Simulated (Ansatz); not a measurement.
# HfB2 (P6/mmm): modes against biaxial strain in the (0001) plane, that of a and b, part 2 of 3

Wanted: the shifts of the zone-centre modes of HfB2 (P6/mmm) with strain.

Ansatz 0.2.0; DFT PBEsol, scalar-relativistic, plane waves, PAW; PAW set soft_1.

So far: The starting structure; Bringing the structure to rest.

### Step 3. Tight relaxation

Phonons need small forces and stress, so the relaxation is finished with tight tolerances on 15×15×12 k points.

input.yaml reads:

```yaml
crystal:
  lattice:
    - [3.1273910949, 0.0, 0.0]
    - [-1.5636955474, 2.7084001357, 0.0]
    - [0.0, 0.0, 3.4472179595]
  atoms:
    - { symbol: B, position: [0.3333333333, 0.6666666667, 0.5] }
    - { symbol: B, position: [0.6666666667, 0.3333333333, 0.5] }
    - { symbol: Hf, position: [0.0, 0.0, 0.0] }
kpoints:
  mp_grid: { grid: [15, 15, 12] }
hamiltonian:
  xc: pbesol
  pseudopotentials: { kind: paw, azcp: { folder: soft_1 }, xc_functional: pbe }
scf:
  occupations: { method: methfessel_paxton, width: 0.2 }
output:
  forces: true
  stress: true
  eigenvalues: true
  write_density: true
  write_potential: true
  elf: true
  volumetric_format: npy
relax:
  adjacent_minimum: "off"
  f_tol: 0.001
  max_steps: 60
  cell: { stress_tol: 0.01 }
```

On the command line:

```bash
$ ansatz run input.yaml --threads 4 --pin off --max-ram 10240MiB --backend cpu --events-out ev --progress --plain --runs-dir out
```

Numbers of over 12 decimals in the logs are rounded to 6 here.

The log of the run:

```text
[...]
Crystal: 3 atoms, lattice volume = 29.199 Å³
Basis set: ecut = 420 eV, 563 PW (Γ), exchange–correlation on 48×48×48 points (8 copies of the dense FFT grid, shifted against one another)
Bands: 20, of which v1, the nominal top of the filled ones, is band 16 counted from 1 (15 counted from 0)
Symmetry: 24 space group operations
[...]
k-points: 189 of 2700
[...]
k-point 188: bands = [... 12 lower, 10.2539, 13.9088, 16.2229, 16.2229, 23.9838, 24.8681, 26.5083, 26.5083]
--- Relaxed structure (3 steps of the walk, 3 accepted, 1 SCFs on fresh bases) ---
[...]
cell:  # Å, volume = 29.1942 Å³
    - [3.127156, -2.886527074630469e-11, 0]
    - [-1.563578, 2.708197, 0]
    - [0, 0, 3.447199]
  atoms:
    - { symbol: B, position: [0.333333, 0.666667, 0.5] }
    - { symbol: B, position: [0.666667, 0.333333, 0.5] }
    - { symbol: Hf, position: [0, 0, 0] }
[key lines of the parts left out:]
SCF converged after 4 iterations
Free energy (F): -15907.383233 eV
Fermi energy:    19.422278 eV
P = ⅓ Tr σ = -0.0006 GPa (-0.006 kbar)
```

The job ended after 7.9 s (4 threads of Arm Neoverse V1, shared host; peak memory 0.42 GiB).

Little changed from the start: no atom moved by 0.005 Å and no cell edge by 0.1 %.

Numbers from this step:

| Quantity | Value |
| --- | --- |
| pressure | -5.65e-4 GPa |
| volume per atom | 9.731 Å³ |

Valence density in the ab plane at fractional z = 0.500, with atoms of B within 0.2 Å of it. It is the smooth field of the valence electrons, not physical close to the nuclei.

Values in e/Å³, 16 rows by 16 columns:
```
0.18 0.20 0.24 0.31 0.40 0.53 0.67 0.76 0.76 0.67 0.53 0.41 0.31 0.24 0.20 0.18
0.21 0.24 0.29 0.38 0.50 0.64 0.76 0.80 0.76 0.64 0.50 0.38 0.29 0.24 0.21 0.20
0.26 0.31 0.38 0.49 0.62 0.72 0.75 0.75 0.72 0.62 0.49 0.38 0.30 0.26 0.24 0.24
0.34 0.40 0.50 0.62 0.69 0.62 0.54 0.62 0.69 0.62 0.50 0.41 0.34 0.30 0.29 0.31
0.45 0.53 0.64 0.72 0.62 0.39 0.39 0.62 0.72 0.64 0.53 0.45 0.41 0.38 0.38 0.41
0.58 0.67 0.76 0.75 0.54 0.39 0.54 0.75 0.76 0.67 0.58 0.53 0.50 0.49 0.50 0.53
0.70 0.76 0.80 0.75 0.62 0.62 0.75 0.80 0.76 0.70 0.67 0.64 0.62 0.62 0.64 0.67
0.75 0.76 0.76 0.72 0.69 0.72 0.76 0.76 0.75 0.76 0.76 0.72 0.69 0.72 0.76 0.76
0.70 0.67 0.64 0.62 0.62 0.64 0.67 0.70 0.76 0.80 0.75 0.62 0.62 0.75 0.80 0.76
0.58 0.53 0.50 0.49 0.50 0.53 0.58 0.67 0.76 0.75 0.54 0.39 0.54 0.75 0.76 0.67
0.45 0.41 0.38 0.38 0.41 0.45 0.53 0.64 0.72 0.62 0.39 0.39 0.62 0.72 0.64 0.53
0.34 0.31 0.29 0.30 0.34 0.41 0.50 0.62 0.69 0.62 0.54 0.62 0.69 0.62 0.50 0.40
0.26 0.24 0.24 0.26 0.30 0.38 0.49 0.62 0.72 0.75 0.75 0.72 0.62 0.49 0.38 0.31
0.21 0.20 0.21 0.24 0.29 0.38 0.50 0.64 0.76 0.80 0.76 0.64 0.50 0.38 0.29 0.24
0.18 0.18 0.20 0.24 0.31 0.41 0.53 0.67 0.76 0.76 0.67 0.53 0.40 0.31 0.24 0.20
0.17 0.18 0.21 0.26 0.34 0.45 0.58 0.70 0.75 0.70 0.58 0.45 0.34 0.26 0.21 0.18
```
Columns run along a (3.1 Å), rows up along b (3.1 Å). Atoms in or near the plane, at fractional coordinates: B at (0.33, 0.67), B at (0.67, 0.33).

Electrostatic potential energy in the ab plane at fractional z = 0.500, with atoms of B within 0.2 Å of it. With pseudopotentials it is smooth inside the atoms' cores, unlike the true potential.

Values in eV, 16 rows by 16 columns:
```
 19  19  19  19  17  15  11   8   8  11  15  17  18  19  19  19
 19  19  18  17  13   5  -4  -8  -4   5  13  16  19  19  19  19
 19  19  17  12  -1 -15 -21 -21 -15  -1  12  17  18  19  19  19
 18  17  13  -1 -18 -24 -24 -24 -18  -1  13  17  18  18  19  18
 17  15   5 -15 -24 -21 -21 -24 -15   5  15  17  17  17  16  17
 14  11  -4 -21 -24 -21 -24 -21  -4  11  14  15  13  12  13  15
 13   8  -8 -21 -24 -24 -21  -8   8  13  11   5  -1  -1   5  11
 12   8  -4 -15 -18 -15  -4   8  12   8  -4 -15 -18 -15  -4   8
 13  11   5  -1  -1   5  11  13   8  -8 -21 -24 -24 -21  -8   8
 14  15  13  12  13  15  14  11  -4 -21 -24 -21 -24 -21  -4  11
 17  17  16  17  17  17  15   5 -15 -24 -21 -21 -24 -15   5  15
 18  18  19  18  18  17  13  -1 -18 -24 -24 -24 -18  -1  13  17
 19  19  19  19  18  17  12  -1 -15 -21 -21 -15  -1  12  17  19
 19  19  19  19  19  16  13   5  -4  -8  -4   5  13  17  18  19
 19  19  19  19  18  17  15  11   8   8  11  15  17  19  19  19
 19  19  19  19  18  17  14  13  12  13  14  17  18  19  19  19
```
Columns run along a (3.1 Å; values clipped at the 3rd and 97th percentile), rows up along b (3.1 Å). Atoms in or near the plane, at fractional coordinates: B at (0.33, 0.67), B at (0.67, 0.33).

ELF in the ab plane at fractional z = 0.500, with atoms of B within 0.2 Å of it. It is the smooth field of the valence electrons, not physical close to the nuclei.

Ten even steps from '0' (0.00) to '9' (0.86):
```
2235689999865322
3346777777764332
4566543345665433
6675200025766545
7874000047876666
9973000379987678
9973003799975579
9974247999742479
9975579997300379
9876789973000379
7666678740000478
6545667520002576
4334566543345665
3233467777777643
2223568999986532
2234679999976432
```
Columns run along a (3.1 Å), rows up along b (3.1 Å). Atoms in or near the plane, at fractional coordinates: B at (0.33, 0.67), B at (0.67, 0.33).

The forces vanish by symmetry and the pressure is -0.001 GPa, within the tolerances set. The cell now holds 9.73 Å³/atom.

### Step 4. Zone-centre response at rest

The force constants come from the linear response of the density to a displacement.

The modes at rest are the reference of the series.

input.yaml, the sections that differ from step 3:

```yaml
crystal:
  lattice:
    - [3.1271564262, 0.0, 0.0]
    - [-1.5635782131, 2.7081969067, 0.0]
    - [0.0, 0.0, 3.4471990214]
  atoms:
    - { symbol: B, position: [0.3333333333, 0.6666666667, 0.5] }
    - { symbol: B, position: [0.6666666667, 0.3333333333, 0.5] }
    - { symbol: Hf, position: [0.0, 0.0, 0.0] }
output:
  eigenvalues: true
phonons:
  method: dfpt
# kpoints, hamiltonian, scf: as in step 3
# relax: removed
```

The log of the run:

```text
zone centre: on kpoints.mp_grid the ground state, and the responses unless they are solved on pairs of k-points, stand on 448 of the mesh's 2700 k-points, reduced under 4 symmetry operations, with k and −k counted as one. Each operation leaves every solved displacement unchanged or reverses it
[...]
Crystal: 3 atoms, lattice volume = 29.194 Å³
Basis set: ecut = 420 eV, 563 PW (Γ), exchange–correlation on 48×48×48 points (8 copies of the dense FFT grid, shifted against one another)
Bands: 20, of which v1, the nominal top of the filled ones, is band 16 counted from 1 (15 counted from 0)
Symmetry: 24 space group operations
k-points: 448 of 2700 (irreducible under 4 space group operations, time reversal used)
[...]
SCF iter   1: F=—  HF=-15907.975106 eV  |F-HF|=—  |Δ(HF+E_count)|=         —  Δρ=6.48e-2  dr2=1.90e0  ethr=3.10e-3  ⟨swp⟩=4.1  Hψ=34927  notcnv=0
[...]
SCF iter  10: F=-15907.383233 eV  HF=-15907.383233 eV  |F-HF|=7.28e-12  |Δ(HF+E_count)|=  5.46e-12  S|Δr|=    0.00e0  Δρ=1.54e-8  dr2=6.07e-14  ethr=1.00e-12  ⟨swp⟩=5.4  Hψ=40170  notcnv=0
the search or the solves at the SCF's close seem to have found levels that the self-consistency loop had missed (the run counts 3). By its estimate they hold under 1e-12 electrons; where the run keeps them, the occupations were computed again with them
SCF 1 converged in 10 iterations: F = -15907.383233 eV  dr2 = 6.07e-14
[...]
DFPT response loops at Γ: preconditioner auto → Kerker (q_TF=auto, 2.770 Å⁻¹) (partly filled bands, converged f_vac=0.000); β = 1.00, the filter's whole step (`scf.mixing.beta` (0.50) is not read by the response loops under this deck's `scf.mixing.preconditioner`; to damp them name `kerker` or `kerker_dos`, under which they read `scf.mixing.beta`, and type it under 1.00, their step now; both keys bind the ground state too); Broyden in place of MSR1
SCF converged after 10 iterations
[...]
Free energy (F): -15907.383233 eV
[...]
Internal energy: -15907.383642 eV  (E = F + TS)
E sigma→0 (E₀):  -15907.383335 eV
Entropy (-TS):   0.000409 eV (0.136 meV/atom)
Fermi energy:    19.422278 eV
[...]
--- Band table (eV; the first three rows and the last of 448) ---
  k-point 0: bands = [... 12 lower, 16.3324, 16.4234, 16.4234, 16.7511, 23.4497, 23.4497, 24.1758, 24.1758]
  k-point 1: bands = [... 12 lower, 15.4580, 16.4973, 16.4973, 17.5857, 22.5962, 22.5962, 23.9264, 23.9264]
  k-point 2: bands = [... 12 lower, 14.3692, 16.7158, 16.7158, 18.5817, 21.5719, 21.5719, 23.2727, 23.2727]
  k-point 447: bands = [... 12 lower, 12.1089, 14.2656, 14.8962, 16.4465, 23.5188, 24.6219, 24.8703, 26.0812]
--- Phonons (Γ-DFPT): 4 representative perturbations + reference, on 448 of 2700 k-points (Σ response iterations 12) ---
  k mesh reduced under 4 symmetry operations, with k and −k counted as one. Each operation leaves every solved displacement unchanged or reverses it
  ASR residual: 6.963e-6 → 0.000e0 eV/Å²; symmetrization residual: 9.068e-7 eV/Å²
  ASR residual per site (eV/Å²): 6.96e-6 6.96e-6 4.95e-6
  Γ frequencies (cm⁻¹): 0.00 0.00 0.00 450.37 450.37 477.01 559.03 820.70 820.70
  non-analytic LO–TO correction: not included (Born effective charges unavailable; polar crystals: no LO–TO splitting at Γ)
```

Elapsed: 38 s, on 4 threads; peak memory 1.1 GiB.

This step gave:

```
sum-rule residual before enforcement                    : 6.96e-6 eV/Å²
point group                                             : 6/mmm
highest optical mode at the zone centre (no LO-TO term) : 820.7 cm⁻¹
lowest optical zone-centre mode                         : 450.4 cm⁻¹
```

Patterns of degenerate modes are one choice out of their space. Modes at Γ, with each element's share of the kinetic energy:

```csv
mode,frequency (cm⁻¹),symmetry,B %,Hf %
1,0.0,acoustic,11,89
2,0.0,acoustic,11,89
3,0.0,acoustic,11,89
4,450.4,E1u,89,11
5,450.4,E1u,89,11
6,477.0,A2u,89,11
7,559.0,B1g,100,0
8,820.7,E2g,100,0
9,820.7,E2g,100,0
```

Displacements in mode 5 (450.4 cm⁻¹), the largest set to 1:
```
B1   0.35  1.00  0.00
B2   0.35  1.00  0.00
Hf3 -0.04 -0.12  0.00
```

Displacements in mode 8 (820.7 cm⁻¹), the largest set to 1:
```
B1   0.00  1.00  0.00
B2   0.00 -1.00  0.00
Hf3  0.00  0.00  0.00
```

Before it was imposed, the acoustic sum rule was missed by 7.0e-6 eV/Å². Small misses are needed for a sound result but don't prove that mesh and cutoff are converged. The lowest optical mode is real, 450 cm⁻¹.

### Step 5. Relaxation of a member: biaxial strain of +4 % in the (0001) plane, that of a and b

The cell takes a biaxial strain of +4 % in the (0001) plane, that of a and b. The strained lengths are held, while the rest of the cell and the atoms relax.

input.yaml, the sections that differ from step 4:

```yaml
crystal:
  lattice:
    - [3.2522426833, 0.0, 0.0]
    - [-1.6261213416, 2.816524783, 0.0]
    - [0.0, 0.0, 3.3901848342]
  atoms:
    - { symbol: B, position: [0.3333333333, 0.6666666667, 0.5] }
    - { symbol: B, position: [0.6666666667, 0.3333333333, 0.5] }
    - { symbol: Hf, position: [0.0, 0.0, 0.0] }
output:
  forces: true
  stress: true
  eigenvalues: true
relax:
  adjacent_minimum: "off"
  f_tol: 0.001
  max_steps: 60
  cell: { stress_tol: 0.01, fix: [a, b, gamma] }
# kpoints, hamiltonian, scf: as in step 4
# phonons: removed
```

The log of the run:

```text
[...]
Crystal: 3 atoms, lattice volume = 31.054 Å³
Basis set: ecut = 420 eV, 623 PW (Γ), exchange–correlation on 48×48×48 points (8 copies of the dense FFT grid, shifted against one another)
Bands: 20, of which v1, the nominal top of the filled ones, is band 16 counted from 1 (15 counted from 0)
Symmetry: 24 space group operations
[...]
k-points: 189 of 2700
[...]
--- Relaxed structure (5 steps of the walk, 5 accepted, 2 SCFs on fresh bases) ---
[...]
cell:  # Å, volume = 30.8859 Å³
    - [3.252243, -2.8867515555290533e-11, 0.0]
    - [-1.626121, 2.816525, 0.0]
    - [0.0, 0.0, 3.371818]
  atoms:
    - { symbol: B, position: [0.333333, 0.666667, 0.5] }
    - { symbol: B, position: [0.666667, 0.333333, 0.5] }
    - { symbol: Hf, position: [0, 0, 0.0] }
[key lines of the parts left out:]
SCF converged after 4 iterations
Free energy (F): -15907.219771 eV
Fermi energy:    18.365143 eV
P = ⅓ Tr σ = -14.0343 GPa (-140.343 kbar)
```

Elapsed: 15 s, on 4 threads; peak memory 0.43 GiB; 51 s of CPU time.

Step by step:

```csv
step,energy less that of the first step (eV),largest force component (eV/Å),pressure (GPa),volume (Å³)
1,0.0000,0.0000,-15.12,31.05
2,-0.0004,0.0000,-13.01,30.74
3,-0.0013,0.0000,-14.05,30.89
4,-0.0013,0.0000,-14.03,30.89
5*,-0.0012,0.0000,-14.04,30.89
6,-0.0012,0.0000,-14.03,30.89
7*,-0.0012,0.0000,-14.03,30.89
```

Relaxation steps marked * repeat the geometry before them on a plane-wave basis chosen anew for their cell, so energy and pressure can jump there.

The run keeps the 24 symmetry operations that it works with, so distortions that break them were not tested.

```csv
"conventional cell, symmetrised",before,after,change
a (Å),3.252,3.252,+0.0 %
b (Å),3.252,3.252,+0.0 %
c (Å),3.390,3.372,-0.5 %
volume (Å³/atom),10.35,10.30,-0.5 %
```

Final coordinates:

```
B Hf
1.0
     3.25224    0.00000    0.00000
    -1.62612    2.81652    0.00000
     0.00000    0.00000    3.37182
B Hf
2 1
Direct
  0.33333 0.66667 0.50000
  0.66667 0.33333 0.50000
  0.00000 0.00000 0.00000
```

Numbers from this step:

```yaml
pressure: -14.03 GPa
volume_per_atom: 10.30 Å³
```

The forces vanish by symmetry.

The cell shrank by 0.5 % in volume.

### Step 6. Modes of this member: biaxial strain of +4 % in the (0001) plane, that of a and b

The zone-centre modes follow for biaxial strain of +4 % in the (0001) plane, that of a and b.

input.yaml, the sections that differ from step 5:

```yaml
crystal:
  lattice:
    - [3.2522426833, 0.0, 0.0]
    - [-1.6261213416, 2.816524783, 0.0]
    - [0.0, 0.0, 3.3718184499]
  atoms:
    - { symbol: B, position: [0.3333333333, 0.6666666667, 0.5] }
    - { symbol: B, position: [0.6666666667, 0.3333333333, 0.5] }
    - { symbol: Hf, position: [0.0, 0.0, 0.0] }
output:
  eigenvalues: true
phonons:
  method: dfpt
# kpoints, hamiltonian, scf: as in step 5
# relax: removed
```

The log of the run:

```text
[...]
Crystal: 3 atoms, lattice volume = 30.886 Å³
Basis set: ecut = 420 eV, 623 PW (Γ), exchange–correlation on 48×48×48 points (8 copies of the dense FFT grid, shifted against one another)
Bands: 20, of which v1, the nominal top of the filled ones, is band 16 counted from 1 (15 counted from 0)
Symmetry: 24 space group operations
k-points: 448 of 2700 (irreducible under 4 space group operations, time reversal used)
[...]
SCF iter   1: F=—  HF=-15907.669138 eV  |F-HF|=—  |Δ(HF+E_count)|=         —  Δρ=5.59e-2  dr2=1.47e0  ethr=3.10e-3  ⟨swp⟩=4.5  Hψ=35400  notcnv=0
[...]
SCF iter  10: F=-15907.219771 eV  HF=-15907.219771 eV  |F-HF|=7.28e-12  |Δ(HF+E_count)|=  9.09e-12  S|Δr|=    0.00e0  Δρ=2.99e-8  dr2=1.77e-13  ethr=1.00e-12  ⟨swp⟩=7.0  Hψ=47901  notcnv=0
SCF 1 converged in 10 iterations: F = -15907.219771 eV  dr2 = 1.77e-13
[...]
SCF converged after 10 iterations
[...]
Free energy (F): -15907.219771 eV
[...]
Internal energy: -15907.219344 eV  (E = F + TS)
E sigma→0 (E₀):  -15907.219664 eV
Entropy (-TS):   -0.000428 eV (-0.143 meV/atom)
Fermi energy:    18.365143 eV
[...]
--- Band table (eV; the first three rows and the last of 448) ---
  k-point 0: bands = [... 12 lower, 15.0581, 15.0581, 15.6800, 16.2128, 22.1135, 22.1135, 22.1808, 22.7388]
  k-point 1: bands = [... 12 lower, 14.8413, 15.1357, 15.1357, 17.0032, 21.0906, 21.0906, 22.2057, 23.0661]
  k-point 2: bands = [... 12 lower, 13.7335, 15.3655, 15.3655, 18.0114, 20.0076, 20.0076, 22.2784, 22.3434]
  k-point 447: bands = [... 12 lower, 11.1091, 13.3896, 13.8051, 15.3496, 22.6769, 22.7354, 23.5364, 24.7704]
[...]
ASR residual: 1.884e-5 → 0.000e0 eV/Å²; symmetrization residual: 6.274e-7 eV/Å²
  ASR residual per site (eV/Å²): 4.05e-6 4.05e-6 1.88e-5
  Γ frequencies (cm⁻¹): 0.00 0.00 0.00 428.83 428.83 452.74 507.26 643.96 643.96
[...]
```

Run time: 41 s. Hardware: 4 threads; peak memory 1.2 GiB; 2.4 min of CPU time.

Numbers from this step:

| Property | Result |
| --- | --- |
| sum-rule residual before enforcement | 1.88e-5 eV/Å² |
| highest optical mode at the zone centre (no LO-TO term) | 644.0 cm⁻¹ |
| lowest optical zone-centre mode | 428.8 cm⁻¹ |

Patterns of degenerate modes are one choice out of their space. Modes at Γ, with each element's share of the kinetic energy:

```csv
mode,frequency (cm⁻¹),symmetry,B %,Hf %
1,0.0,acoustic,11,89
2,0.0,acoustic,11,89
3,0.0,acoustic,11,89
4,428.8,E1u,89,11
5,428.8,E1u,89,11
6,452.7,A2u,89,11
7,507.3,B1g,100,0
8,644.0,E2g,100,0
9,644.0,E2g,100,0
```

Displacements in mode 5 (428.8 cm⁻¹), the largest set to 1:
```
B1   0.00  1.00  0.00
B2   0.00  1.00  0.00
Hf3  0.00 -0.12  0.00
```

Displacements in mode 8 (644.0 cm⁻¹), the largest set to 1:
```
B1   0.00  1.00  0.00
B2   0.00 -1.00  0.00
Hf3  0.00  0.00  0.00
```

The lowest optical mode is real, 429 cm⁻¹, and the highest lies at 644.0 cm⁻¹.

Between step 4 and this run (strain 4 %) the value for the highest optical mode at the zone centre (no LO-TO term) moves from 821 cm⁻¹ to 644 cm⁻¹ (-22 %).

### Step 7. A member of the series: biaxial strain of -4 % in the (0001) plane, that of a and b

The cell takes a biaxial strain of -4 % in the (0001) plane, that of a and b. The strained lengths are held, while the rest of the cell and the atoms relax.

input.yaml, the sections that differ from step 6:

```yaml
crystal:
  lattice:
    - [3.002070169, 0.0, 0.0]
    - [-1.5010350845, 2.5998690303, 0.0]
    - [0.0, 0.0, 3.5052897155]
  atoms:
    - { symbol: B, position: [0.3333333333, 0.6666666667, 0.5] }
    - { symbol: B, position: [0.6666666667, 0.3333333333, 0.5] }
    - { symbol: Hf, position: [0.0, 0.0, 0.0] }
output:
  forces: true
  stress: true
  eigenvalues: true
relax:
  adjacent_minimum: "off"
  f_tol: 0.001
  max_steps: 60
  cell: { stress_tol: 0.01, fix: [a, b, gamma] }
# kpoints, hamiltonian, scf: as in step 6
# phonons: removed
```

The log of the run:

```text
[...]
Crystal: 3 atoms, lattice volume = 27.359 Å³
Basis set: ecut = 420 eV, 527 PW (Γ), exchange–correlation on 48×48×48 points (8 copies of the dense FFT grid, shifted against one another)
Bands: 20, of which v1, the nominal top of the filled ones, is band 16 counted from 1 (15 counted from 0)
Symmetry: 24 space group operations
[...]
k-points: 189 of 2700
[...]
k-point 188: bands = [... 12 lower, 11.3125, 14.7602, 17.5439, 17.5439, 24.7237, 27.0422, 27.8026, 27.8026]
--- Relaxed structure (5 steps of the walk, 5 accepted, 2 SCFs on fresh bases) ---
[...]
cell:  # Å, volume = 27.5127 Å³
    - [3.002070, 0, 0]
    - [-1.501035, 2.599869, 0]
    - [0, 0, 3.525013]
  atoms:
    - { symbol: B, position: [0.333333, 0.666667, 0.500000] }
    - { symbol: B, position: [0.666667, 0.333333, 0.500000] }
    - { symbol: Hf, position: [0, 0, 0] }
[key lines of the parts left out:]
SCF converged after 5 iterations
Free energy (F): -15907.186170 eV
Fermi energy:    20.541192 eV
P = ⅓ Tr σ = 19.2151 GPa (192.151 kbar)
```

It took 15 s on 4 threads; peak memory 0.42 GiB; 51 s of CPU time.

(Continued in part 3 of 3.)

[Logs are printed without paths, hosts, clocks, repeated set-up lines and the standing remarks that a program may print on its own settings, such as how far it seeks lower states.]

[Hosts, paths, dates, database ids (printed as entryN), source tags and the programs' standing remarks are cut or masked in the printed files.]
